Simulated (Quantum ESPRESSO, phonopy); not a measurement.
# BN (F-43m): phonons against volume, part 3 of 3

Aim: how the vibrations of BN shift with volume, and the expansion that follows. The starting cell is a computed one from a database.

Quantum ESPRESSO 7.5; DFT PBE, scalar-relativistic, plane waves, GBRV ultrasoft pseudopotentials.

So far. Step 32 (Phonons, V/V0 1.06): No mode is imaginary beyond numerical noise along the path. The highest zone-centre mode (no LO–TO term) moved by -7.1 % for a volume change of +6.0 %. Step 32 (Phonons, V/V0 1.06): The time given is that of the 2 pw.x runs on displaced cells behind this step.

## 33. How the modes move with volume

This step: DFT PBE, scalar-relativistic, plane waves, GBRV ultrasoft pseudopotentials (phonopy 4.10.0).

This step gave:

- share of modes with a negative Grüneisen parameter: 0

Mean Grüneisen, by row:

```
T (K)  heat-capacity-weighted mean  root mean square
   50                        0.693             0.723
  100                         0.67             0.708
  200                        0.786             0.857
  300                          0.9             0.976
  500                        0.981              1.05
  800                         1.01             1.076
```

Mean mode Grueneisen parameter against wavenumber:

```
wavenumber (cm⁻¹)  mean mode Grueneisen parameter
               21                               -
               63                           0.597
              105                           0.836
              147                           0.613
              190                           0.668
              232                           0.744
              274                           0.655
              316                           0.707
              358                           0.671
              400                           0.659
              442                           0.631
              484                            0.59
              527                           0.574
              569                           0.629
              611                           0.649
              653                           0.698
              695                           0.713
              737                           0.792
              779                           0.873
              822                           0.994
              864                            1.27
              906                             1.4
              948                            1.43
              990                            1.37
             1032                            1.16
             1074                           0.914
             1116                           0.852
             1158                            0.89
             1201                           0.906
             1243                           0.931
```

Volume series, by row:

```
 V/V0  V (Å³/atom)  pressure (GPa)  E - E0 (meV/atom)  gap (eV)  zero-point energy (meV/atom)  lowest on the path (cm⁻¹)  highest at Gamma without the LO-TO term (cm⁻¹)
 0.97        5.773           11.96              6.624     4.499                         160.8                        0.1                                            1066
0.985        5.862            5.77              1.644     4.483                         158.2                        0.1                                            1046
    1        5.951           0.003                  0     4.466                         155.7                        0.1                                            1027
1.015         6.04          -5.374              1.458      4.45                         153.2                        0.1                                            1008
 1.03         6.13          -10.39              5.808     4.433                         150.8                        0.1                                           989.4
1.045        6.219          -15.06              12.86     4.416                         148.4                        0.1                                           971.5
 1.06        6.308          -19.42              22.42       4.4                         146.1                        0.1                                           954.1
```

Optical frequency at Gamma without the LO-TO term, mode 4 against V/V0:

```
  V/V0  optical frequency at Gamma without the LO-TO term, mode 4 (cm⁻¹)
0.9700                                                              1066
0.9850                                                              1046
1.0000                                                              1027
1.0150                                                              1008
1.0300                                                               989
1.0450                                                               972
1.0600                                                               954
```

Grüneisen at points, by row:

```
point  branch  frequency (cm⁻¹)  mode Grüneisen parameter
    Γ       4              1027                      1.25
    Γ       6              1263                      0.95
    X       1             721.4                      0.39
    X       3             863.7                      1.86
    X       5              1017                         1
    X       6              1129                      0.88
    U       1             669.6                      0.32
    U       2             852.8                      0.93
    U       3             865.2                      1.07
    U       4             889.5                      1.77
    U       5             956.5                      1.17
    U       6              1069                      1.06
    K       1             669.6                      0.32
    K       2             852.8                      0.93
    K       3             865.2                      1.07
    K       4             889.5                      1.77
    K       5             956.5                      1.17
    K       6              1069                      1.06
    L       1             500.3                      0.32
    L       3             954.9                      1.43
    L       4             955.4                      1.51
    L       6              1122                      0.66
    W       1             763.5                      0.97
    W       2             771.7                      0.54
    W       3             874.1                      1.08
    W       4             961.8                      1.54
    W       5             976.5                      1.31
    W       6             983.2                      0.98
```

## 34. Quasi-harmonic fit by phonopy

This step gave:

```
volume expansion coefficient at 300 K : 5.99 1e-6/K
isothermal bulk modulus at 300 K      : 359.7 GPa
C_P at 300 K                          : 8.504 J/mol-atom/K
Grüneisen parameter at 300 K          : 0.92
```

Table of energy (each curve on its own zero) by volume; values in meV/atom:

```
volume (Å³/atom)  static  F at 0 K  F at 300 K  F at 1300 K
           5.773    6.62      14.1        14.4         23.1
           5.862    1.64      6.56        6.77         12.7
           5.951       0      2.42        2.54         5.62
           6.040    1.46      1.31        1.32         1.29
           6.130    5.81      3.26        3.16         0.21
           6.219    12.9      7.96        7.76         1.85
           6.308    22.4      15.2        14.9         6.01
```

Phonopy-qha, vinet fit of F(V) at each temperature; no electronic free energy. Qha vinet, by row:

```
T (K)  fitted volume (Å³/atom)  alpha_V (1e-6/K)  B_T (GPa)  C_P (J/mol-atom/K)  Grueneisen
  100                    6.026              0.26      360.9               0.469      0.7385
  150                    6.027              0.96      360.8               1.668      0.7504
  200                    6.027              2.27      360.6               3.639      0.8159
  250                    6.028              4.05      360.2               6.042      0.8759
  300                    6.029              5.99      359.7               8.504      0.9199
  350                    6.032              7.85        359               10.79      0.9504
  400                    6.034              9.53      358.2                12.8      0.9716
  450                    6.037             10.98      357.4               14.52      0.9866
  500                    6.041             12.22      356.5               15.97      0.9977
  550                    6.045             13.27      355.6               17.19       1.006
  600                    6.049             14.16      354.7               18.22       1.013
  650                    6.053             14.92      353.8               19.09       1.018
  700                    6.058             15.56      352.9               19.82       1.022
  750                    6.063             16.12        352               20.45       1.026
  800                    6.068             16.59      351.2               20.99       1.028
  850                    6.073             17.01      350.4               21.45       1.031
  900                    6.078             17.37      349.6               21.86       1.033
  950                    6.083             17.68      348.8               22.21       1.034
 1000                    6.089             17.96      348.1               22.52       1.036
 1050                    6.094             18.21      347.3               22.81       1.038
 1100                      6.1             18.42      346.7               23.06       1.039
 1150                    6.105             18.61        346               23.28        1.04
 1200                    6.111             18.78      345.4               23.48       1.041
 1250                    6.117             18.94      344.8               23.67       1.041
```

The volume expansion coefficient, phonopy-qha, Vinet by temperature:

```
temperature (K)  volume expansion coefficient, phonopy-qha, Vinet (1e-6/K)
             75                                                       0.11
            100                                                       0.26
            150                                                       0.96
            175                                                       1.54
            200                                                       2.27
            225                                                       3.12
            275                                                       5.02
            300                                                       5.99
            325                                                       6.94
            375                                                       8.72
            400                                                       9.53
            425                                                       10.3
            475                                                       11.6
            500                                                       12.2
            525                                                       12.8
            550                                                       13.3
            600                                                       14.2
            625                                                       14.6
            650                                                       14.9
            700                                                       15.6
            725                                                       15.8
            750                                                       16.1
            800                                                       16.6
            825                                                       16.8
            850                                                       17.0
            875                                                       17.2
            925                                                       17.5
            950                                                       17.7
            975                                                       17.8
           1025                                                       18.1
           1050                                                       18.2
           1075                                                       18.3
           1125                                                       18.5
           1150                                                       18.6
           1175                                                       18.7
           1200                                                       18.8
           1250                                                       18.9
           1275                                                         19
```

The fit gives a volume expansion of 5.99 × 10⁻⁶/K at 300 K.

## 35. What came out

```json
{
  "volume expansion coefficient at 300 K": "5.99 1e-6/K",
  "isothermal bulk modulus at 300 K": "359.7 GPa",
  "C_P at 300 K": "8.504 J/mol-atom/K",
  "Grüneisen parameter at 300 K": "0.92",
  "mean mode Grüneisen parameter at 300 K": "0.9"
}
```

Near room temperature BN expands by 5.99 × 10⁻⁶/K in volume by PBE, with C_P = 8.50 J/(mol K) per mole of atoms and B_T = 360 GPa. The q-mesh is coarse, and the expansion can converge slowly with it. C_P at room temperature is 34 % of the classical 3R an atom, so the stiffest modes are still partly frozen out. The heat-capacity-weighted Grüneisen parameter goes from 0.693 at 50 K to 1.01 at 800 K. Weighting γ by the density of states and each mode's heat capacity at 300 K, modes below 430 cm⁻¹ give about 9 % of the sum of γC that drives the expansion, those up to 850 cm⁻¹ 40 % and the rest 51 %. Among the labelled points γ is largest for branch 3 at X (864 cm⁻¹, 1.9) and smallest for branch 1 at U (670 cm⁻¹, 0.32). The supercell is small: only its own wavevectors are exact, and branches between them are interpolated and can be misplaced.

Calculation against experiment:

```
                                 quantity  measured  PBE GBRV ultrasoft, Quantum ESPRESSO
                   lattice constant a (Å)    3.6152                        3.624 (+0.3 %)
Raman mode, TO mode at zone centre (cm⁻¹)   1053.93                         1027 (-2.6 %)
```

Measured values from arxiv:cond-mat/0702656 (2007).

**Verdict.** The lattice constant a is off by +0.3 %: good agreement. The Raman mode is off by -2.6 %: good agreement. The grades are ours: good and fair within 0.7 and 1.5 % for the lattice constant a and 3 and 7 % for the Raman mode. Zero-point motion and thermal expansion (measured at up to 300 K) are not in the computed lattice constants and Raman mode.

[Logs are printed without paths, hosts, clocks, repeated set-up lines and the standing remarks that a program may print on its own settings, such as how far it seeks lower states.]

[Hosts, paths, dates, database ids (printed as entryN), source tags and the programs' standing remarks are cut or masked in the printed files.]

[A step with changed settings may run another functional than the one named; its input shows which.]

[Of the runs on displaced cells, only some may be shown.]
